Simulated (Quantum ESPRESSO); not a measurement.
**Co: energy against a fixed spin moment**

Wanted: E(M) for Co from a parallel start.

Method: PBE; plane waves with GBRV 1.5 PBE potentials, no spin-orbit coupling, in Quantum ESPRESSO 7.5.

### Step 1. Starting point

It takes space group P6_3/mmc (No. 194, hexagonal). Conventional cell: a = 2.507 Å, b = 2.507 Å, c = 4.070 Å, α = 90.00°, β = 90.00°, γ = 120.00°. Nearest to Co lie 12 Co at 2.50 to 2.51 Å.

The lattice constants were typed from memory of published values and not checked against a source.

### Step 2. The free run

Contents of pw.in:

```
&CONTROL
  calculation = 'scf'
  prefix = 'pwscf'
  outdir = './tmp'
  pseudo_dir = './pseudo'
  disk_io = 'nowf'
/
&SYSTEM
  ibrav = 0
  celldm(1) = 8
  nat = 2
  ntyp = 1
  ecutwfc = 40
  ecutrho = 280
  nbnd = 26
  occupations = 'smearing'
  smearing = 'fd'
  degauss = 0.00367493
  nspin = 2
  starting_magnetization(1) = 0.1176
/
&ELECTRONS
  conv_thr = 4d-09
  electron_maxstep = 150
  mixing_beta = 0.3
/
ATOMIC_SPECIES
Co     58.9332 co_pbe_v1.2.uspp.F.UPF
CELL_PARAMETERS alat
   0.5921929243046    0.0000000000000    0.0000000000000
  -0.2960964621523    0.5128541902568    0.0000000000000
   0.0000000000000    0.0000000000000    0.9613981659034
ATOMIC_POSITIONS crystal
Co      0.3333333300    0.6666666700    0.2500000000
Co      0.6666666700    0.3333333300    0.7500000000
K_POINTS automatic
16 16 8 0 0 0
```

Run with:

```
> OMP_NUM_THREADS=1 mpirun -n 4 pw.x -nk 4 -in pw.in > pw.out
```

The program printed:

```text
Program PWSCF v.7.5 starts

     Message from routine setup:
     using ibrav=0 with symmetry is DISCOURAGED, use correct ibrav instead

     K-points division:     npool     =       4
     Subspace diagonalization in iterative solution of the eigenvalue problem:

     G-vector sticks info
     --------------------
     sticks:   dense  smooth     PW     G-vecs:    dense   smooth      PW
     Sum         433     253     85                11825     5191     989

     Using Slab Decomposition

     bravais-lattice index     =            0
     lattice parameter (alat)  =       8.0000  a.u.
     unit-cell volume          =     149.4963 (a.u.)^3
     number of atoms/cell      =            2
     number of atomic types    =            1
     number of electrons       =        34.00
     number of Kohn-Sham states=           26
     kinetic-energy cutoff     =      40.0000  Ry
     charge density cutoff     =     280.0000  Ry
     scf convergence threshold =      4.0E-09
     mixing beta               =       0.3000
     number of iterations used =            8  plain     mixing
     Exchange-correlation= SLA  PW   PBE  PBE
                           (   1   4   3   4   0   0   0)

     celldm(1)=   8.000000  celldm(2)=   0.000000  celldm(3)=   0.000000
     celldm(4)=   0.000000  celldm(5)=   0.000000  celldm(6)=   0.000000

     crystal axes: (cart. coord. in units of alat)
               a(1) = (   0.592193   0.000000   0.000000 )
               a(2) = (  -0.296096   0.512854   0.000000 )
               a(3) = (   0.000000   0.000000   0.961398 )

     reciprocal axes: (cart. coord. in units 2 pi/alat)
               b(1) = (  1.688639  0.974936 -0.000000 )
               b(2) = (  0.000000  1.949872  0.000000 )
               b(3) = (  0.000000 -0.000000  1.040152 )

     PseudoPot. # 1 for Co read from file:
     co_pbe_v1.2.uspp.F.UPF
     Pseudo is Ultrasoft + core correction, Zval = 17.0
     Generated by new atomic code, or converted to UPF format
     Using radial grid of  863 points,  6 beta functions with:
                l(1) =   0
                l(2) =   0
                l(3) =   1
                l(4) =   1
                l(5) =   2
                l(6) =   2
     Q(r) pseudized with  8 coefficients,  rinner =    1.200   1.200   1.200
                                                       1.200   1.200

     atomic species   valence    mass     pseudopotential
     Co               17.00    58.93320     Co( 1.00)

     Starting magnetic structure
     atomic species   magnetization
     Co              0.118

     24 Sym. Ops., with inversion, found (12 have fractional translation)

   Cartesian axes

     site n.     atom                  positions (alat units)
         1        Co     tau(   1) = (  -0.0000000   0.3419028   0.2403495  )
         2        Co     tau(   2) = (   0.2960965   0.1709514   0.7210486  )

     number of k points=   150  Fermi-Dirac smearing, width (Ry)=  0.0037

     Number of k-points >= 100: set verbosity='high' to print them.

     Dense  grid:    11825 G-vectors     FFT dimensions: (  25,  25,  48)

     Smooth grid:     5191 G-vectors     FFT dimensions: (  20,  20,  32)

     Check: negative core charge=   -0.000054
     Generating pointlists ...
     new r_m :   0.2433 (alat units)  1.9466 (a.u.) for type    1

     Initial potential from superposition of free atoms

     starting charge      32.0000, renormalised to      34.0000
     Starting wfcs are   26 randomized atomic wfcs

     Self-consistent Calculation

     iteration #  1     ecut=    40.00 Ry     beta= 0.30
     Davidson diagonalization with overlap
     ethr =  1.00E-02,  avg # of iterations =  4.7

     total energy              =    -593.79511833 Ry
     estimated scf accuracy    <      14.66104537 Ry

     total magnetization       =     2.13 Bohr mag/cell
     absolute magnetization    =     2.18 Bohr mag/cell

     iteration #  2     ecut=    40.00 Ry     beta= 0.30
     Davidson diagonalization with overlap
     ethr =  1.00E-02,  avg # of iterations =  2.2

     total energy              =    -596.86195424 Ry
     estimated scf accuracy    <       0.64258775 Ry

     total magnetization       =     3.11 Bohr mag/cell
     absolute magnetization    =     3.28 Bohr mag/cell

     iteration #  3     ecut=    40.00 Ry     beta= 0.30
     Davidson diagonalization with overlap
     ethr =  1.89E-03,  avg # of iterations =  1.3

     total energy              =    -596.97524812 Ry
     estimated scf accuracy    <       0.00885928 Ry

     total magnetization       =     3.26 Bohr mag/cell
     absolute magnetization    =     3.46 Bohr mag/cell

     [... further iterations left out ...]

     iteration #  8     ecut=    40.00 Ry     beta= 0.30
     Davidson diagonalization with overlap
     ethr =  8.95E-08,  avg # of iterations =  1.1

     total energy              =    -596.97789021 Ry
     estimated scf accuracy    <       0.00000786 Ry

     total magnetization       =     3.29 Bohr mag/cell
     absolute magnetization    =     3.67 Bohr mag/cell

     iteration #  9     ecut=    40.00 Ry     beta= 0.30
     Davidson diagonalization with overlap
     ethr =  2.31E-08,  avg # of iterations =  1.6

     total energy              =    -596.97789295 Ry
     estimated scf accuracy    <       0.00000093 Ry

     total magnetization       =     3.30 Bohr mag/cell
     absolute magnetization    =     3.68 Bohr mag/cell

     iteration # 10     ecut=    40.00 Ry     beta= 0.30
     Davidson diagonalization with overlap
     ethr =  2.73E-09,  avg # of iterations =  1.6

     total energy              =    -596.97789317 Ry
     estimated scf accuracy    <       0.00000011 Ry

     total magnetization       =     3.30 Bohr mag/cell
     absolute magnetization    =     3.68 Bohr mag/cell

     iteration # 11     ecut=    40.00 Ry     beta= 0.30
     Davidson diagonalization with overlap
     ethr =  3.22E-10,  avg # of iterations =  2.0

     Magnetic moment per site  (integrated on atomic sphere of radius R)
     atom   1 (R=0.243)  charge= 15.6098  magn=  1.7353
     atom   2 (R=0.243)  charge= 15.6098  magn=  1.7353

     End of self-consistent calculation

     Number of k-points >= 100: set verbosity='high' to print the bands.

     the Fermi energy is    18.0489 ev

!    total energy              =    -596.97789330 Ry
     estimated scf accuracy    <          2.9E-09 Ry
     smearing contrib. (-TS)   =      -0.00119226 Ry
     internal energy E=F+TS    =    -596.97670104 Ry

     The total energy is F=E-TS. E is the sum of the following terms:
     one-electron contribution =    -313.57512189 Ry
     hartree contribution      =     178.22705549 Ry
     xc contribution           =     -65.33823791 Ry
     ewald contribution        =    -396.29039673 Ry

     total magnetization       =     3.30 Bohr mag/cell
     absolute magnetization    =     3.68 Bohr mag/cell

     convergence has been achieved in  11 iterations

=------------------------------------------------------------------------------=
   JOB DONE.
=------------------------------------------------------------------------------=
```

Elapsed: 13 s, on 4 MPI ranks of Arm Neoverse V2, shared host; peak memory 0.31 GiB; 51 s of CPU time.

Spin moment in the atom's sphere by atom:

```
atom  spin moment in the atom's sphere (μB)
 Co1                                   1.74
 Co2                                   1.74
```

This step gave:

```
smearing term TS       : 0.01622 eV
magnetization          : 3.299 μB
absolute magnetization : 3.678 μB
final state            : ferromagnetic
```

### Step 3. Moment fixed at 0 μB

The two spin channels are filled to separate Fermi energies, so that the total moment meets the target. Half of the up one less the down one is the slope dE/dM.

Changes to pw.in since step 2:

```diff
@@ -14,3 +14,3 @@
   ecutrho = 280
-  nbnd = 26
+  nbnd = 27
   occupations = 'smearing'
@@ -19,3 +19,4 @@
   nspin = 2
-  starting_magnetization(1) = 0.1176
+  starting_magnetization(1) = 0.0059
+  tot_magnetization = 0
 /
```

The program printed:

```text
     [... lines left out ...]
Program PWSCF v.7.5 starts
     [... lines left out ...]
     number of atoms/cell      =            2
     [... lines left out ...]
     number of electrons       =        34.00 (up:  17.00, down:  17.00)
     number of Kohn-Sham states=           27
     kinetic-energy cutoff     =      40.0000  Ry
     charge density cutoff     =     280.0000  Ry
     scf convergence threshold =      4.0E-09
     [... lines left out ...]
     24 Sym. Ops., with inversion, found (12 have fractional translation)
     [... lines left out ...]
     number of k points=   150  Fermi-Dirac smearing, width (Ry)=  0.0037
     [... lines left out ...]
     iteration # 10     ecut=    40.00 Ry     beta= 0.30
     [... lines left out ...]
     Magnetic moment per site  (integrated on atomic sphere of radius R)
     atom   1 (R=0.243)  charge= 15.6159  magn=  0.0000
     atom   2 (R=0.243)  charge= 15.6159  magn=  0.0000
     [... lines left out ...]
     the spin up/dw Fermi energies are    17.9128   17.9128 ev
!    total energy              =    -596.93515195 Ry
     estimated scf accuracy    <          3.3E-09 Ry
     smearing contrib. (-TS)   =      -0.00380088 Ry
     [... lines left out ...]
     total magnetization       =    -0.00 Bohr mag/cell
     absolute magnetization    =     0.00 Bohr mag/cell
     convergence has been achieved in  10 iterations
```

Elapsed: 12 s, on 4 MPI ranks; peak memory 0.31 GiB; 48 s of CPU time.

This step gave:

* magnetization: 0 μB
* absolute magnetization: 0 μB
* half the difference of the two Fermi energies: 0 meV
* largest moment: 0 μB

### Step 4. Moment fixed at 0.5 μB

Changes to pw.in since step 3:

```diff
@@ -19,4 +19,4 @@
   nspin = 2
-  starting_magnetization(1) = 0.0059
-  tot_magnetization = 0
+  starting_magnetization(1) = 0.0147
+  tot_magnetization = 0.5
 /
```

The program printed:

```text
     [... lines left out ...]
Program PWSCF v.7.5 starts
     [... lines left out ...]
     number of atoms/cell      =            2
     [... lines left out ...]
     number of electrons       =        34.00 (up:  17.25, down:  16.75)
     number of Kohn-Sham states=           27
     kinetic-energy cutoff     =      40.0000  Ry
     charge density cutoff     =     280.0000  Ry
     scf convergence threshold =      4.0E-09
     [... lines left out ...]
     24 Sym. Ops., with inversion, found (12 have fractional translation)
     [... lines left out ...]
     number of k points=   150  Fermi-Dirac smearing, width (Ry)=  0.0037
     [... lines left out ...]
     iteration # 12     ecut=    40.00 Ry     beta= 0.30
     [... lines left out ...]
     Magnetic moment per site  (integrated on atomic sphere of radius R)
     atom   1 (R=0.243)  charge= 15.6158  magn=  0.2684
     atom   2 (R=0.243)  charge= 15.6158  magn=  0.2684
     [... lines left out ...]
     the spin up/dw Fermi energies are    17.8305   17.9850 ev
!    total energy              =    -596.93658731 Ry
     estimated scf accuracy    <          1.7E-10 Ry
     smearing contrib. (-TS)   =      -0.00372617 Ry
     [... lines left out ...]
     total magnetization       =     0.50 Bohr mag/cell
     absolute magnetization    =     0.58 Bohr mag/cell
     convergence has been achieved in  12 iterations
```

It took 14 s on 4 MPI ranks; peak memory 0.31 GiB; 54 s of CPU time.

Spin moment in the atom's sphere by atom:

```
atom  spin moment in the atom's sphere (μB)
 Co1                                  0.268
 Co2                                  0.268
```

Numbers from this step:

| Item | Value |
| --- | --- |
| magnetization | 0.5 μB |
| absolute magnetization | 0.585 μB |
| half the difference of the two Fermi energies | -77.2 meV |

### Step 5. Moment fixed at 1 μB

Changes to pw.in since step 4:

```diff
@@ -19,4 +19,4 @@
   nspin = 2
-  starting_magnetization(1) = 0.0147
-  tot_magnetization = 0.5
+  starting_magnetization(1) = 0.0294
+  tot_magnetization = 1
 /
```

The program printed:

```text
     [... lines left out ...]
Program PWSCF v.7.5 starts
     [... lines left out ...]
     number of atoms/cell      =            2
     [... lines left out ...]
     number of electrons       =        34.00 (up:  17.50, down:  16.50)
     number of Kohn-Sham states=           27
     kinetic-energy cutoff     =      40.0000  Ry
     charge density cutoff     =     280.0000  Ry
     scf convergence threshold =      4.0E-09
     [... lines left out ...]
     24 Sym. Ops., with inversion, found (12 have fractional translation)
     [... lines left out ...]
     number of k points=   150  Fermi-Dirac smearing, width (Ry)=  0.0037
     [... lines left out ...]
     iteration # 12     ecut=    40.00 Ry     beta= 0.30
     [... lines left out ...]
     Magnetic moment per site  (integrated on atomic sphere of radius R)
     atom   1 (R=0.243)  charge= 15.6156  magn=  0.5365
     atom   2 (R=0.243)  charge= 15.6156  magn=  0.5365
     [... lines left out ...]
     the spin up/dw Fermi energies are    17.7455   18.0375 ev
!    total energy              =    -596.94071661 Ry
     estimated scf accuracy    <          5.7E-11 Ry
     smearing contrib. (-TS)   =      -0.00363997 Ry
     [... lines left out ...]
     total magnetization       =     1.00 Bohr mag/cell
     absolute magnetization    =     1.17 Bohr mag/cell
     convergence has been achieved in  12 iterations
```

Run time: 14 s. Hardware: 4 MPI ranks; peak memory 0.31 GiB.

Numbers from this step:

* magnetization: 1 μB
* absolute magnetization: 1.169 μB
* half the difference of the two Fermi energies: -146 meV
* largest moment: 0.5365 μB

### Step 6. The curve

The runs not shown differ in the target, the start and the number of states alone. The point at 3.30 μB is the free run, entered with slope zero.

Energy over the lowest against total spin moment:

```
total spin moment (μB a cell)  energy over the lowest (meV a cell)
                         0.00                                  582
                         0.50                                  562
                         1.00                                  506
                         1.50                                  418
                         2.00                                  302
                         2.50                                  170
                         3.00                                 31.8
                         3.30                                    0
                         3.50                                 8.86
                         4.00                                  191
                         4.50                                  590
```

The dE/dM by total spin moment:

```
total spin moment (μB a cell)  dE/dM (meV/μB)
                         0.00               0
                         0.50           -77.2
                         1.00            -146
                         1.50            -205
                         2.00            -254
                         2.50            -276
                         3.00            -237
                         3.30               0
                         3.50             104
                         4.00             525
                         4.50            1043
```

Largest site moment against total spin moment:

```
total spin moment (μB a cell)  largest site moment (μB)
                         0.00                         0
                         0.50                     0.268
                         1.00                     0.537
                         1.50                     0.804
                         2.00                      1.07
                         2.50                      1.33
                         3.00                      1.59
                         3.30                      1.74
                         3.50                      1.83
                         4.00                      2.04
                         4.50                      2.24
```

### Step 7. Summary of results

| Quantity | Value |
| --- | --- |
| moment of the free run | 3.30 μB a cell |
| energy at zero total moment | 582 meV a cell over the lowest |
| ΔE/ΔM² from the lowest point to 3.50 and to 3.00 μB | 221 and 354 meV/μB² |

In words: At zero total moment the site moments vanish, so the 582 meV a cell is the energy of forming them. The points show one minimum alone. All runs start parallel; opposed orders may lie lower.

[Logs and program files are shortened in this print: banners, set-up blocks, solver, clock and traceback lines can be left out without a mark of their own.]

[Logs are printed without paths, hosts, clocks, repeated set-up lines and the standing remarks that a program may print on its own settings, such as how far it seeks lower states.]

[Hosts, paths, dates, database ids (printed as entryN), source tags and the programs' standing remarks are cut or masked in the printed files.]

[Where a cell is said to come from a database of computed structures, the database is the Materials Project.]
